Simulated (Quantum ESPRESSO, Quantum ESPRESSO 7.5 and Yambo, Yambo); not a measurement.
# Quasiparticle gap of TiO2 (Rutile) in Yambo

Aim: the G0W0 gap of TiO2 (Rutile) on PBE, step by step.

Method: PBE and many-body steps on it, plane waves, in Quantum ESPRESSO 7.5 and Yambo 5.3.0.

**Experimental background.**

- Gap 3.03 eV: direct gap, E perpendicular to c; optical experiment; 1.6 K; bulk crystal (literature value) (quoted in “Shallow Valence Band of Rutile GeO2 and P-type Doping”, 2020, arxiv:2011.08928).

- Gap 3.28 eV: optical bandgap after anatase to rutile transformation; spectroscopic ellipsometry; film (polycrystalline sol-gel film on Si(100), annealed at high temperature below 800 °C) (“Photocatalytic Performance of Sol-Gel Prepared TiO2 Thin Films Annealed at Various Temperatures”, 2023, pmc:10419699).

- Gap 3.09 ± 0.06 eV: optical gap from Tauc plot assuming indirect allowed transition; UV/vis diffuse reflectance, Kubelka-Munk and Tauc analysis; film (30 nm ALD shell on quartz particles, grown at 200 C, annealed in air at 500 C; rutile-rich with some anatase) on SiO2 (quartz particles) (“Defect-Mediated Crystallization of the Particulate TiO2 Photocatalyst Grown by Atomic Layer Deposition”, 2024, pmc:11726664).

- Gap 3.05 eV: band gap; bulk crystal (literature experimental value) (quoted in “Hydrogen related defects in titanium dioxide at the interface to palladium”, 2021, arxiv:2112.05953).

Report form: the programs' logs are mostly left out.

### 1. Starting point

Symmetry: P4_2/mnm, No. 136, tetragonal system. The conventional cell has a = 4.592 Å, b = 4.592 Å, c = 2.957 Å, α = 90.00°, β = 90.00°, γ = 90.00°. Ti has 6 O at 1.95 to 1.98 Å nearest. Nearest to O lie 3 Ti at 1.95 to 1.98 Å. Farther neighbours and most contacts between anions are not listed.

The cell and positions come from the Crystallography Open Database and are kept as given unless a step says otherwise.

### 2. Ground state

This step: Quantum ESPRESSO 7.5; DFT, PBE, plane waves, norm-conserving pseudopotentials.

The ground-state density comes first.

File pw.in:

```
&control
  calculation = 'scf'
  prefix = 'x'
  outdir = 'o'
  pseudo_dir = 'pseudo'
/
&system
  ibrav = 0
  nat = 6
  ntyp = 2
  ecutwfc = 76.0
  nbnd = 31
  force_symmorphic = .true.
/
&electrons
  conv_thr = 1e-10
  electron_maxstep = 80
  mixing_beta = 0.5
/
ATOMIC_SPECIES
  Ti 47.867 Ti.upf
  O 15.999 O.upf
CELL_PARAMETERS angstrom
  4.5922000000 0.0000000000 0.0000000000
  0.0000000000 4.5922000000 0.0000000000
  0.0000000000 0.0000000000 2.9574000000
ATOMIC_POSITIONS crystal
  Ti 0.0000000000 0.0000000000 0.0000000000
  Ti 0.5000000000 0.5000000000 0.5000000000
  O 0.3049600000 0.3049600000 0.0000000000
  O 0.1950400000 0.8049600000 0.5000000000
  O 0.6950400000 0.6950400000 0.0000000000
  O 0.8049600000 0.1950400000 0.5000000000
K_POINTS automatic
  4 4 8 0 0 0
```

Run with:

```bash
> OMP_NUM_THREADS=1 mpirun -n 4 pw.x -nk 4 -in pw.in > pw.out
```

Wall time 36 s (4 MPI ranks of Arm Neoverse V1, shared host); peak memory 0.37 GiB; 2.4 min of CPU time.

Numbers from this step:

```yaml
total_energy: -5039.8240 eV
gap: 1.917 eV
k_of_the_valence_top: 0, 0, 0
k_of_the_conduction_bottom: 0, 0, 0
least_direct_gap: 1.917 eV
```

The gap is direct, at Γ.

### 3. Bands along the symmetry lines

Levels along a band path, at the cheap level, show where the edges lie and whether the meshes to come will hold them.

File pw.in:

```
&control
  calculation = 'bands'
  prefix = 'x'
  outdir = 'o'
  pseudo_dir = 'pseudo'
/
&system
  ibrav = 0
  nat = 6
  ntyp = 2
  ecutwfc = 76.0
  nbnd = 30
  force_symmorphic = .true.
/
&electrons
  conv_thr = 1e-9
  electron_maxstep = 80
  diago_full_acc = .true.
  diago_thr_init = 5e-6
/
ATOMIC_SPECIES
  Ti 47.867 Ti.upf
  O 15.999 O.upf
CELL_PARAMETERS angstrom
  4.5922000000 0.0000000000 0.0000000000
  0.0000000000 4.5922000000 0.0000000000
  0.0000000000 0.0000000000 2.9574000000
ATOMIC_POSITIONS crystal
  Ti 0.0000000000 0.0000000000 0.0000000000
  Ti 0.5000000000 0.5000000000 0.5000000000
  O 0.3049600000 0.3049600000 0.0000000000
  O 0.1950400000 0.8049600000 0.5000000000
  O 0.6950400000 0.6950400000 0.0000000000
  O 0.8049600000 0.1950400000 0.5000000000
K_POINTS crystal
  75
  0.00000000 0.00000000 0.00000000 1
  0.00000000 0.06250000 0.00000000 1
  0.00000000 0.12500000 0.00000000 1
  0.00000000 0.18750000 0.00000000 1
  0.00000000 0.25000000 0.00000000 1
  0.00000000 0.31250000 0.00000000 1
  0.00000000 0.37500000 0.00000000 1
  0.00000000 0.43750000 0.00000000 1
  0.00000000 0.50000000 0.00000000 1
  0.06250000 0.50000000 0.00000000 1
  0.12500000 0.50000000 0.00000000 1
  0.18750000 0.50000000 0.00000000 1
  0.25000000 0.50000000 0.00000000 1
  0.31250000 0.50000000 0.00000000 1
  0.37500000 0.50000000 0.00000000 1
  0.43750000 0.50000000 0.00000000 1
  0.50000000 0.50000000 0.00000000 1
  0.43750000 0.43750000 0.00000000 1
  0.37500000 0.37500000 0.00000000 1
  0.31250000 0.31250000 0.00000000 1
  0.25000000 0.25000000 0.00000000 1
  0.18750000 0.18750000 0.00000000 1
  0.12500000 0.12500000 0.00000000 1
  0.06250000 0.06250000 0.00000000 1
  0.00000000 0.00000000 0.00000000 1
  0.00000000 0.00000000 0.06250000 1
  0.00000000 0.00000000 0.12500000 1
  0.00000000 0.00000000 0.18750000 1
  0.00000000 0.00000000 0.25000000 1
  0.00000000 0.00000000 0.31250000 1
  0.00000000 0.00000000 0.37500000 1
  0.00000000 0.00000000 0.43750000 1
  0.00000000 0.00000000 0.50000000 1
  0.00000000 0.06250000 0.50000000 1
  0.00000000 0.12500000 0.50000000 1
  0.00000000 0.18750000 0.50000000 1
  0.00000000 0.25000000 0.50000000 1
  0.00000000 0.31250000 0.50000000 1
  0.00000000 0.37500000 0.50000000 1
  0.00000000 0.43750000 0.50000000 1
  0.00000000 0.50000000 0.50000000 1
  0.06250000 0.50000000 0.50000000 1
  0.12500000 0.50000000 0.50000000 1
  0.18750000 0.50000000 0.50000000 1
  0.25000000 0.50000000 0.50000000 1
  0.31250000 0.50000000 0.50000000 1
  0.37500000 0.50000000 0.50000000 1
  0.43750000 0.50000000 0.50000000 1
  0.50000000 0.50000000 0.50000000 1
  0.43750000 0.43750000 0.50000000 1
  0.37500000 0.37500000 0.50000000 1
  0.31250000 0.31250000 0.50000000 1
  0.25000000 0.25000000 0.50000000 1
  0.18750000 0.18750000 0.50000000 1
  0.12500000 0.12500000 0.50000000 1
  0.06250000 0.06250000 0.50000000 1
  0.00000000 0.00000000 0.50000000 1
  0.00000000 0.50000000 0.00000000 1
  0.00000000 0.50000000 0.06250000 1
  0.00000000 0.50000000 0.12500000 1
  0.00000000 0.50000000 0.18750000 1
  0.00000000 0.50000000 0.25000000 1
  0.00000000 0.50000000 0.31250000 1
  0.00000000 0.50000000 0.37500000 1
  0.00000000 0.50000000 0.43750000 1
  0.00000000 0.50000000 0.50000000 1
  0.50000000 0.50000000 0.00000000 1
  0.50000000 0.50000000 0.06250000 1
  0.50000000 0.50000000 0.12500000 1
  0.50000000 0.50000000 0.18750000 1
  0.50000000 0.50000000 0.25000000 1
  0.50000000 0.50000000 0.31250000 1
  0.50000000 0.50000000 0.37500000 1
  0.50000000 0.50000000 0.43750000 1
  0.50000000 0.50000000 0.50000000 1
```

The job ended after 12 s (4 MPI ranks; peak memory 0.27 GiB; 49 s of CPU time).

This step gave:

```
gap                        : 1.917 eV
k of the valence top       : 0, 0, 0
k of the conduction bottom : 0, 0, 0
least direct gap           : 1.917 eV
```

The gap is 1.917 eV, as in the run before at this level.

Electronic bands along the path, in eV, zero at the top of the highest filled band:

| point | band 21 | band 22 | band 23 | band 24 | band 25 | band 26 | band 27 | band 28 |
| --- | --- | --- | --- | --- | --- | --- | --- | --- |
| Γ | -0.71 | -0.45 | -0.45 | 0.00 | 1.92 | 2.22 | 2.45 | 2.55 |
| halfway | -1.43 | -1.07 | -0.82 | -0.23 | 2.21 | 2.54 | 2.77 | 2.84 |
| X | -1.64 | -1.64 | -0.74 | -0.74 | 2.59 | 2.59 | 3.06 | 3.06 |
| halfway | -1.48 | -1.48 | -1.08 | -1.08 | 2.32 | 2.32 | 2.81 | 2.81 |
| M | -1.31 | -1.31 | -1.06 | -1.06 | 1.96 | 1.96 | 2.57 | 2.57 |
| halfway | -1.73 | -1.15 | -1.12 | -0.40 | 1.99 | 2.56 | 2.63 | 3.07 |
| Γ | -0.71 | -0.45 | -0.45 | 0.00 | 1.92 | 2.22 | 2.45 | 2.55 |
| halfway | -1.78 | -1.48 | -1.48 | -0.46 | 2.27 | 2.60 | 2.87 | 3.18 |
| Z | -2.35 | -2.35 | -1.42 | -1.42 | 3.01 | 3.01 | 3.21 | 3.21 |
| halfway | -1.78 | -1.78 | -1.61 | -1.61 | 2.49 | 2.49 | 3.23 | 3.23 |
| R | -2.04 | -2.04 | -1.03 | -1.03 | 1.95 | 1.95 | 3.24 | 3.24 |
| halfway | -1.52 | -1.52 | -0.88 | -0.88 | 2.21 | 2.21 | 3.25 | 3.25 |
| A | -1.27 | -1.27 | -0.68 | -0.68 | 2.63 | 2.63 | 3.26 | 3.26 |
| halfway | -1.83 | -1.56 | -1.38 | -1.18 | 2.14 | 2.81 | 3.23 | 3.24 |
| Z | -2.35 | -2.35 | -1.42 | -1.42 | 3.01 | 3.01 | 3.21 | 3.21 |
| jump to X | -1.64 | -1.64 | -0.74 | -0.74 | 2.59 | 2.59 | 3.06 | 3.06 |
| halfway | -1.97 | -1.97 | -0.85 | -0.85 | 2.60 | 2.60 | 3.23 | 3.23 |
| R | -2.04 | -2.04 | -1.03 | -1.03 | 1.95 | 1.95 | 3.24 | 3.24 |
| jump to M | -1.31 | -1.31 | -1.06 | -1.06 | 1.96 | 1.96 | 2.57 | 2.57 |
| halfway | -1.78 | -1.78 | -1.36 | -1.36 | 2.73 | 2.73 | 2.93 | 2.93 |
| A | -1.27 | -1.27 | -0.68 | -0.68 | 2.63 | 2.63 | 3.26 | 3.26 |

### 4. Empty states on the mesh, 4×4×6 mesh, 115 bands

The sums over transitions need many empty states on a uniform mesh; this step solves for them.

File pw.in:

```
&control
  calculation = 'nscf'
  prefix = 'x'
  outdir = 'o'
  pseudo_dir = 'pseudo'
/
&system
  ibrav = 0
  nat = 6
  ntyp = 2
  ecutwfc = 76.0
  nbnd = 115
  force_symmorphic = .true.
/
&electrons
  conv_thr = 1e-9
  electron_maxstep = 80
  diago_full_acc = .true.
  diago_thr_init = 5e-6
/
ATOMIC_SPECIES
  Ti 47.867 Ti.upf
  O 15.999 O.upf
CELL_PARAMETERS angstrom
  4.5922000000 0.0000000000 0.0000000000
  0.0000000000 4.5922000000 0.0000000000
  0.0000000000 0.0000000000 2.9574000000
ATOMIC_POSITIONS crystal
  Ti 0.0000000000 0.0000000000 0.0000000000
  Ti 0.5000000000 0.5000000000 0.5000000000
  O 0.3049600000 0.3049600000 0.0000000000
  O 0.1950400000 0.8049600000 0.5000000000
  O 0.6950400000 0.6950400000 0.0000000000
  O 0.8049600000 0.1950400000 0.5000000000
K_POINTS automatic
  4 4 6 0 0 0
```

The job ended after 30 s (4 MPI ranks; peak memory 0.4 GiB).

Numbers from this step:

```yaml
gap: 1.917 eV
k_of_the_valence_top: 0, 0, 0
k_of_the_conduction_bottom: 0, 0, 0
least_direct_gap: 1.917 eV
k_points_computed: 28
lowest_point_of_the_top_converged_band_above_the_valence_top: 64.0600 eV
```

On this mesh the gap is 1.917 eV.

### 5. Conversion and set-up

This step: Yambo 5.3.0; conversion and set-up on PBE, plane waves, norm-conserving pseudopotentials.

The states are converted to the many-body program's format and the q mesh is built.

Run with:

```bash
> (cd o/x.save; p2y > p2y.log; mv SAVE ../..); yambo > setup.log
```

It took 3 s on 1 MPI rank; peak memory 0.25 GiB.

### 6. Screening and self-energy, 4×4×6 mesh, 115 bands, screening to 122.5 eV

G0W0 replaces the xc potential by the self-energy, built once from these orbitals. Only a window of levels is corrected, while the sums run over the empty bands that the input names.

This step: G0W0 on PBE, plane waves, norm-conserving pseudopotentials.

File gw1.in:

```
HF_and_locXC
gw0
dyson
ppa
em1d
rim_cut
RandQpts= 1000000
RandGvec= 1 RL
EXXRLvcs= 76 Ry
VXCRLvcs= 304 Ry
Chimod= "HARTREE"
% BndsRnXp
 1 | 115 |
%
NGsBlkXp= 9 Ry
% LongDrXp
 1 | 1 | 1 |
%
% GbndRnge
 1 | 115 |
%
DysSolver= "n"
ExtendOut
PPAPntXp= 27.21138 eV
% QPkrange
 1 | 1 | 23 | 26 |
%
```

Run with:

```bash
> OMP_NUM_THREADS=1 mpirun -n 4 yambo -F gw1.in -J gw1 -C gw1 > gw1.log
```

Run time: 7.5 min. Hardware: 4 MPI ranks; peak memory 3.2 GiB.

This step gave:

```
G0W0 gap on the points computed              : 3.356 eV
starting gap on the mesh                     : 1.917 eV
k of the valence top                         : 0, 0, 0
k of the conduction bottom                   : 0, 0, 0
least direct G0W0 gap on the computed points : 3.356 eV
Z at the valence top                         : 0.7597
Z at the conduction bottom                   : 0.7720
```

The gap on the mesh goes from 1.92 eV to 3.36 eV, a correction of +1.44 eV.

Limits: finite bands, cutoff and mesh. v1 is the top filled band, c1 the lowest empty one. Levels before and after the correction, in eV, zero at the valence-band top of each column:

|  | conduction bottom | valence top |
| --- | --- | --- |
| Kohn-Sham | 1.92 | 0.00 |
| G0W0 | 3.36 | 0.00 |

|  | level | energy (eV) |
| --- | --- | --- |
| Kohn-Sham | Γ v2 | -0.452 |
| Kohn-Sham | Γ v1 | 0.000 |
| Kohn-Sham | Γ c1 | 1.917 |
| Kohn-Sham | Γ c2 | 2.219 |
| G0W0 | Γ v2 | -0.474 |
| G0W0 | Γ v1 | 0.000 |
| G0W0 | Γ c1 | 3.356 |
| G0W0 | Γ c2 | 3.582 |

### 7. Where the time went

Times are wall times on the hardware named with each run, good to a factor of about two.

| step | time | share | memory (GiB) |
| --- | --- | --- | --- |
| ground state | 36 s | 7 % | 0.37 |
| bands along the symmetry lines | 12 s | 2 % | 0.27 |
| empty states on the mesh | 30 s | 6 % | 0.4 |
| conversion and set-up | 3 s | 1 % | 0.25 |
| screening and self-energy | 7.5 min | 85 % | 3.2 |

### 8. What came out

| Quantity | Value |
| --- | --- |
| PBE gap | 1.92 eV, direct |
| G0W0 gap on the mesh | 3.36 eV |
| GW settings | 4×4×6 mesh, 115 bands, screening to 122.5 eV, Godby-Needs plasmon pole |
| known limits | not at the basis limit |

G0W0 moves the gap on the mesh from 1.92 eV to 3.36 eV (+1.44 eV), with Z of 0.76 and 0.77 at the edges. Only 1 of the mesh's irreducible points was corrected, so a valley elsewhere could overtake. The dearest step here is «screening and self-energy». Against experiment, by G0W0@PBE: the direct gap of 3.36 eV lies +0.33 eV from the measured 3.03 eV (direct, 1.6 K, quoted 2020); the gap of 3.36 eV lies +0.08 eV from the measured 3.28 eV (optical, 2023); the gap of 3.36 eV lies +0.27 eV from the measured 3.09 ± 0.06 eV (indirect, on SiO2 (quartz particles), 2024); the gap of 3.36 eV lies +0.31 eV from the measured 3.05 eV (kind not stated, quoted 2021). An exciton line or allowed optical edge lies below the quasiparticle gap by the binding energy; a forbidden edge can push the onset above it. The calculation has static nuclei and no excitons; a measured gap holds zero-point and thermal motion, which mostly lowers it. Bands and cutoff are finite, so the gap is not at the basis limit. The miss can reach some tenths of an eV and take either sign; the mesh is an error of its own. In the G0W0 run levels were corrected at 1 k point alone, so a gap called «on the mesh» is the least over those, and an edge elsewhere would be missed.

[Paths, hosts, dates, memory and timing lines, banners, echoed tables and standing remarks are left out of the program output.]

[Logs are printed without paths, hosts, clocks, repeated set-up lines and the standing remarks that a program may print on its own settings, such as how far it seeks lower states.]

[Runs of the session that timed out or met a known fault of the program may be left out.]

[Hosts, paths, dates, database ids (printed as entryN), source tags and the programs' standing remarks are cut or masked in the printed files.]
